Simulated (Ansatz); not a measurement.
# Ga2O3 (R-3c): how G0W0 depends on its starting point

One-shot GW is not self-consistent; how far does the start matter for Ga2O3 (R-3c)?

Calculated with Ansatz 0.2.0; G0W0 on several functionals, plane waves, PAW.

## 1. Starting point

It takes space group R-3c (No. 167, trigonal). Conventional cell: a = 4.997 Å, b = 4.997 Å, c = 13.451 Å, α = 90.00°, β = 90.00°, γ = 120.00°. Ga has 6 O at 1.93 to 2.08 Å nearest. Nearest to O lie 4 Ga at 1.93 to 2.08 Å. Farther neighbours and most contacts between anions are not listed.

As a file:

```cif
data_structure
_symmetry_space_group_name_H-M 'P 1'
_symmetry_Int_Tables_number 1
_cell_length_a 5.3317
_cell_length_b 5.3317
_cell_length_c 5.3317
_cell_angle_alpha 55.894
_cell_angle_beta 55.894
_cell_angle_gamma 55.894
_cell_volume 96.97
loop_
_atom_site_label
_atom_site_type_symbol
_atom_site_fract_x
_atom_site_fract_y
_atom_site_fract_z
_atom_site_occupancy
Ga1 Ga 0.85559 0.85559 0.85559 1
Ga2 Ga 0.64441 0.64441 0.64441 1
Ga3 Ga 0.14441 0.14441 0.14441 1
Ga4 Ga 0.35559 0.35559 0.35559 1
O5 O 0.75000 0.44683 0.05317 1
O6 O 0.44683 0.05317 0.75000 1
O7 O 0.05317 0.75000 0.44683 1
O8 O 0.25000 0.55317 0.94683 1
O9 O 0.94683 0.25000 0.55317 1
O10 O 0.55317 0.94683 0.25000 1
```

The cell and positions are those that the Materials Project relaxed with its own functionals (PBE, PBE+U or r2SCAN), kept fixed. This is not the form that Ga2O3 usually takes at ambient conditions.

## 2. G0W0 on PBE

G0W0 replaces the xc potential by the self-energy, built once from these orbitals. Only a window of levels is corrected, while the sums run over the empty bands that the input names. This step takes hard PAW files.

This step: G0W0 on PBE, plane waves, PAW.

File input.yaml:

```yaml
crystal:
  lattice:
    - [2.4986991939, 1.4426246522, 4.4835497685]
    - [-2.4986991939, 1.4426246522, 4.4835497685]
    - [0.0, -2.8852493044, 4.4835497685]
  atoms:
    - { symbol: Ga, position: [0.85558558, 0.85558558, 0.85558558] }
    - { symbol: Ga, position: [0.64441442, 0.64441442, 0.64441442] }
    - { symbol: Ga, position: [0.14441442, 0.14441442, 0.14441442] }
    - { symbol: Ga, position: [0.35558558, 0.35558558, 0.35558558] }
    - { symbol: O, position: [0.75, 0.44683282, 0.05316718] }
    - { symbol: O, position: [0.44683282, 0.05316718, 0.75] }
    - { symbol: O, position: [0.05316718, 0.75, 0.44683282] }
    - { symbol: O, position: [0.25, 0.55316718, 0.94683282] }
    - { symbol: O, position: [0.94683282, 0.25, 0.55316718] }
    - { symbol: O, position: [0.55316718, 0.94683282, 0.25] }
kpoints:
  mp_grid: { grid: [4, 4, 4] }
hamiltonian:
  xc: pbe
  pseudopotentials: { kind: paw, source: ansatz }
scf:
  occupations: { method: fixed }
gw:
  n_empty_bands: 576
  ecut_chi: 190.0
  qp_bands: [v3, c3]
  qp_kpoints: band_edges
  screening: { model: contour_deformation }
```

On the command line:

```sh
> ansatz run input.yaml --threads 3 --pin off --max-ram 92160MiB --backend cuda --events-out ev --progress --plain --runs-dir out --devices 1 --max-vram 13GiB  # rebuilt from the run's record
```

Numbers of over 12 decimals in the logs are rounded to 6 here.

The log of the run:

```text
GPUs: using 1 of 1 available (devices: 1).
Engine: ansatz 0.2.0, x86_64-unknown-linux-gnu
Pseudopotentials: kind: paw
Pseudopotential: Ga, paw, valence charge 21, recommended cutoff 1020 eV (normal), Ga.paw.azcp
Pseudopotential: O, paw, valence charge 6, recommended cutoff 930 eV (normal), O.paw.azcp
Functional definition: PBE
  parameter kappa = 0.804
  parameter beta = 0.066725
  exchange = pbe_x(kappa = kappa, mu = beta*pi^2/3)
  correlation = pbe_c(beta = beta)
device memory: the entry about to start is reckoned to put 5.0 GiB on a device that reports 7.5 GiB free
GPU FFT provider: cuFFT
GPU libraries: cuBLAS 13.8.2, cuFFT 12.4.0, cuSOLVER 12.3.4
Crystal: 10 atoms, lattice volume = 96.971 Å³
Basis set: ecut = 1020 eV, 7163 PW (Γ)
Bands: 72, of which v1, the nominal top of the filled ones, is band 60 counted from 1 (59 counted from 0)
Symmetry: 12 space group operations
Space group: R-3c (ITA 167), of the structure as read, at distance tolerance 4.6e-5 Å
k-points: 13 of 64
Non-local potential: Ga, projectors of the file, l = 0: 3, l = 1: 3, l = 2: 3, l = 3: 2
Non-local potential: O, projectors of the file, l = 0: 2, l = 1: 2, l = 2: 1
PAW form: soft (Blöchl's): semilocal exchange-correlation on the pseudo side does not see the compensation charge
PAW one-centre angular grid: Ga, 590 points (default); XC on 64 Gauss nodes
PAW one-centre angular grid: O, 110 points (default); XC on 64 Gauss nodes
Initial density: superposition of atomic densities (chi_scale 0.1, normalization cell, long waves kept (reshape's long-wave potential 0.01 eV rms))
Initial wavefunctions: pseudopotential atomic-orbital guess
GPU buffer pool allocated for 262144 grid points (all kernels)
GPU transforms: local potential and band sums: pruned to the plane-wave sphere, on 60×60×60
Functional: x = pbe(κ = 0.804, μ = 0.219515), c = pbe(β = 0.066725)
SCF iter   1: F=—  HF=-37066.607414 eV  |F-HF|=—  |Δ(HF+E_count)|=         —  Δρ=1.53e-1  dr2=9.35e0  ethr=3.10e-3  ⟨swp⟩=5.0  Hψ=3484  notcnv=0  defer=128
preconditioner: auto → Resta (q_TF=auto, 2.827 Å⁻¹)  ε∞=4.1  [insulator: Δε(μ)=2.677 eV  Ē_g=20.001 eV  n_scr=34 (ndim 8)  ℏωp=35.4 eV  f_vac=0.005  ε∞_Penn≈4.1]
SCF iter   2: F=—  HF=-37063.796559 eV  |F-HF|=—  |Δ(HF+E_count)|=    2.81e0  Δρ=4.75e-2  dr2=7.50e-1  ethr=3.10e-3  ⟨swp⟩=2.9  Hψ=1962  notcnv=0  defer=127
SCF iter   3: F=—  HF=-37063.691985 eV  |F-HF|=—  |Δ(HF+E_count)|=   1.05e-1  Δρ=2.42e-2  dr2=2.89e-1  ethr=6.25e-4  ⟨swp⟩=2.0  Hψ=883  notcnv=0  defer=129
SCF iter   4: F=—  HF=-37063.674396 eV  |F-HF|=—  |Δ(HF+E_count)|=   1.76e-2  Δρ=4.49e-3  dr2=1.70e-2  ethr=2.41e-4  ⟨swp⟩=2.2  Hψ=1320  notcnv=0  defer=130
SCF iter   5: F=—  HF=-37063.675311 eV  |F-HF|=—  |Δ(HF+E_count)|=   9.15e-4  Δρ=1.87e-3  dr2=2.12e-3  ethr=1.42e-5  ⟨swp⟩=3.0  Hψ=1645  notcnv=0  defer=130
SCF iter   6: F=—  HF=-37063.677108 eV  |F-HF|=—  |Δ(HF+E_count)|=   1.80e-3  Δρ=4.60e-4  dr2=9.31e-5  ethr=1.77e-6  ⟨swp⟩=2.0  Hψ=1533  notcnv=0  defer=130
SCF iter   7: F=—  HF=-37063.677170 eV  |F-HF|=—  |Δ(HF+E_count)|=   6.27e-5  Δρ=7.23e-5  dr2=4.23e-6  ethr=7.76e-8  ⟨swp⟩=2.2  Hψ=1523  notcnv=0  defer=129
SCF iter   8: F=—  HF=-37063.677176 eV  |F-HF|=—  |Δ(HF+E_count)|=   5.47e-6  Δρ=3.04e-5  dr2=3.87e-7  ethr=3.53e-9  ⟨swp⟩=2.0  Hψ=1534  notcnv=0  defer=130
SCF iter   9: F=-37063.677176 eV  HF=-37063.677176 eV  |F-HF|=1.23e-8  |Δ(HF+E_count)|=   2.06e-7  Δρ=5.16e-6  dr2=1.39e-8  ethr=8.33e-11  ⟨swp⟩=11.8  Hψ=4336  notcnv=0
SCF 1 converged in 9 iterations: F = -37063.677176 eV  dr2 = 1.39e-8
  greatest PAW one-centre occupation: 0.995 electrons in one spin orbital (limit 2), on the Ga atom at site 3 (counted from 0), in its partial waves of l = 0
NSCF: frozen V_eff on 13 k-points
the band table was solved once the SCF had ended and its energy, with any forces and stress, was formed, with the checks that follow a solve (3584 applications of the Hamiltonian). They found nothing against the state; the energy, forces and stress were not computed again (output.eigenvalues in the input reference)
NSCF: frozen V_eff on 13 k-points
G₀W₀ screening: q 1/13
[... further progress lines ...]
device memory: the entry about to start is reckoned to put 1.4 GiB on a device that reports 4.5 GiB free
NSCF: frozen V_eff on 1 k-points
device memory: the entry about to start is reckoned to put 1.4 GiB on a device that reports 4.5 GiB free
NSCF: frozen V_eff on 1 k-points
device memory: the entry about to start is reckoned to put 1.4 GiB on a device that reports 5.5 GiB free
NSCF: frozen V_eff on 1 k-points
SCF converged after 9 iterations
Free energy (F): -37063.677176 eV
Harris-Foulkes:  -37063.677176 eV  (|F-HF|=1.23e-8)
Internal energy: -37063.677176 eV  (E = F + TS)
E sigma→0 (E₀):  -37063.677176 eV
Fermi energy:    10.426707 eV
--- Per-component energies (eV) ---
  E_band       = -2879.893437
  E_kinetic    = 4607.847181
  E_local      = -36204.628092  (includes V_loc(G=0)·N_el)
  E_nonlocal   = 7691.387108
  E_hartree    = 13397.515423
  E_xc         = -1181.931641
  E_vxc        = -1524.949860  (∫ρ·V_xc dr)
  E_paw        = -9156.353311  (= ΣΔE_a)
  E_vpaw       = -4244.573064  (= ΣTr[D̂ρ^β])
  E_aug_tail   = 0.000447  (compensation charges beyond the density's cutoff)
  E_ewald      = -16217.514291
  E_smearing   = -0.000000  (= −TS)
  E_closure    = -0.000000  (closes the sum)
  Σ components = -37063.677176   (vs F -37063.677176, Δ=0.00e0)
--- Band table (eV; the first three rows and the last of 13) ---
  k-point 0: bands = [... 56 lower, 10.1504, 10.1504, 10.2162, 10.2162, 13.2652, 17.1409, 17.2918, 19.3554, ... 8 higher]
  k-point 1: bands = [... 56 lower, 9.8567, 9.9164, 10.2764, 10.4267, 14.8384, 16.9692, 17.7825, 18.6362, ... 8 higher]
  k-point 2: bands = [... 56 lower, 9.4905, 9.4905, 10.3151, 10.3151, 16.8628, 16.8628, 17.1940, 17.1940, ... 8 higher]
  k-point 12: bands = [... 56 lower, 10.1671, 10.1671, 10.1671, 10.1671, 16.3188, 16.3188, 18.3281, 18.3281, ... 8 higher]
--- G₀W₀: contour deformation, 7 samples at zero and on the imaginary axis and 2 off it, 64 q-points, 576 empty bands' worth ---
  eigenvalues of the whole cell's RPA ε∞ on this k-mesh (on a slab, of 1 + 4πα/V) = 4.1675, 4.2835, 4.2835; static W/v taken at q = 0 is 0.235492
  gw.qp_kpoints: band_edges: 13 of 13 stored k-points solved, in 1 pass; an edge of the gap read off the rows below is read off those points alone
    ik  band        ε_KS         Σx   Σc(E_QP)       V_xc       Z   E_QP_lin       E_QP  E_QP is
     0    58     10.1504   -28.1335     4.4742   -22.6095  0.7701     9.0877     9.1006  root
     0    59     10.2162   -27.0396     4.4257   -21.6082  0.7673     9.1984     9.2105  root
     0    60     10.2162   -27.0396     4.4257   -21.6082  0.7673     9.1984     9.2105  root
     0    61     13.2652   -13.4269    -3.7681   -17.9667  0.8289    14.0403    14.0369  root
     0    62     17.1409   -13.0223    -4.6657   -18.8344  0.8124    18.2989    18.2872  root
     0    63     17.2918    -9.8948    -4.6489   -15.4019  0.8263    18.1564    18.1501  root
     1    58      9.9164   -26.6830     4.3567   -21.3064  0.7678     8.8837     8.8964  root
     1    59     10.2764   -27.2548     4.5011   -21.7309  0.7670     9.2410     9.2536  root
     1    60     10.4267   -27.6176     4.5134   -22.0898  0.7675     9.4003     9.4124  root
     1    61     14.8384   -14.5972    -3.7203   -19.1892  0.8154    15.7151    15.7101  root
     1    62     16.9692   -12.7827    -4.5989   -18.4794  0.8155    18.0773    18.0671  root
     1    63     17.7825   -12.0850    -4.7938   -17.9689  0.8103    18.8840    18.8726  root
     2    58      9.4905   -26.2799     4.6478   -20.5231  0.7624     8.3647     8.3816  root
     2    59     10.3151   -27.5969     4.5264   -22.0407  0.7676     9.2727     9.2854  root
     2    60     10.3151   -27.5969     4.5264   -22.0407  0.7676     9.2727     9.2854  root
     2    61     16.8628   -13.3295    -4.5120   -18.9106  0.8116    17.9419    17.9319  root
     2    62     16.8628   -13.3295    -4.5120   -18.9106  0.8116    17.9419    17.9319  root
     2    63     17.1940   -12.6924    -4.6169   -18.3711  0.8118    18.2661    18.2557  root
     3    58      9.9178   -27.4265     4.5537   -21.7970  0.7671     8.8275     8.8420  root
     3    59     10.1846   -27.0362     4.5002   -21.5050  0.7666     9.1407     9.1537  root
     3    60     10.2344   -27.8635     4.3992   -22.4552  0.7700     9.2137     9.2254  root
     3    61     15.1476   -14.7219    -3.7760   -19.4011  0.8131    16.0563    16.0507  root
     3    62     17.0624   -12.6904    -4.6357   -18.4243  0.8156    18.1710    18.1605  root
     3    63     17.8653   -12.2359    -4.8129   -18.1541  0.8083    18.9827    18.9706  root
[...]
11    62     17.1868   -13.4249    -4.6383   -19.1826  0.8091    18.3180    18.3063  root
    11    63     17.7582   -13.3111    -4.8015   -19.2689  0.8042    18.9280    18.9145  root
    12    58     10.1671   -27.6086     4.4596   -22.1192  0.7684     9.1249     9.1374  root
    12    59     10.1671   -27.6086     4.4596   -22.1192  0.7684     9.1249     9.1374  root
    12    60     10.1671   -27.6086     4.4596   -22.1192  0.7684     9.1249     9.1374  root
    12    61     16.3188   -13.6957    -4.2576   -18.9570  0.8111    17.3309    17.3225  root
    12    62     16.3188   -13.6957    -4.2576   -18.9570  0.8111    17.3309    17.3225  root
    12    63     18.3281   -11.5341    -5.0508   -17.6869  0.8140    19.4422    19.4300  root
```

It took 82 s on 1 × NVIDIA H100 80GB HBM3 (shared by 6 runs) with 3 threads of AMD EPYC 7R13 (Zen 3), shared host; peak memory 3.2 GiB.

This step gave:

| Property | Result |
| --- | --- |
| bands summed | 636 |
| RPA ε∞ on this mesh (eigenvalues) | 4.167, 4.284, 4.284 |
| plane waves in the screening matrix | 563 |
| q-points in the mesh | 64 |
| G0W0 gap on the mesh | 4.624 eV |
| k of the valence top | 0, 0, 0.25 |
| k of the conduction bottom | 0, 0, 0 |
| starting gap on the mesh | 2.839 eV |
| Z at the valence top | 0.7675 |
| Z at the conduction bottom | 0.8289 |
| least direct G0W0 gap on the computed points | 4.826 eV |

The gap on the mesh goes from 2.84 eV to 4.62 eV, a correction of +1.79 eV. Between the two edge states, bare exchange in place of the xc potential would open the gap by 10.07 eV, and correlation takes back 8.28 eV.

(Part 1 of 2 ends here.)

[Paths, hosts, dates, memory and timing lines, banners, echoed tables and standing remarks are left out of the program output.]

[Logs are printed without paths, hosts, clocks, repeated set-up lines and the standing remarks that a program may print on its own settings, such as how far it seeks lower states.]

[Runs of the session that timed out or met a known fault of the program may be left out.]

[Cells called generated may have been cut or substituted from an entry of the Crystallography Open Database or the Materials Project.]

[Hosts, paths, dates, database ids (printed as entryN), source tags and the programs' standing remarks are cut or masked in the printed files.]
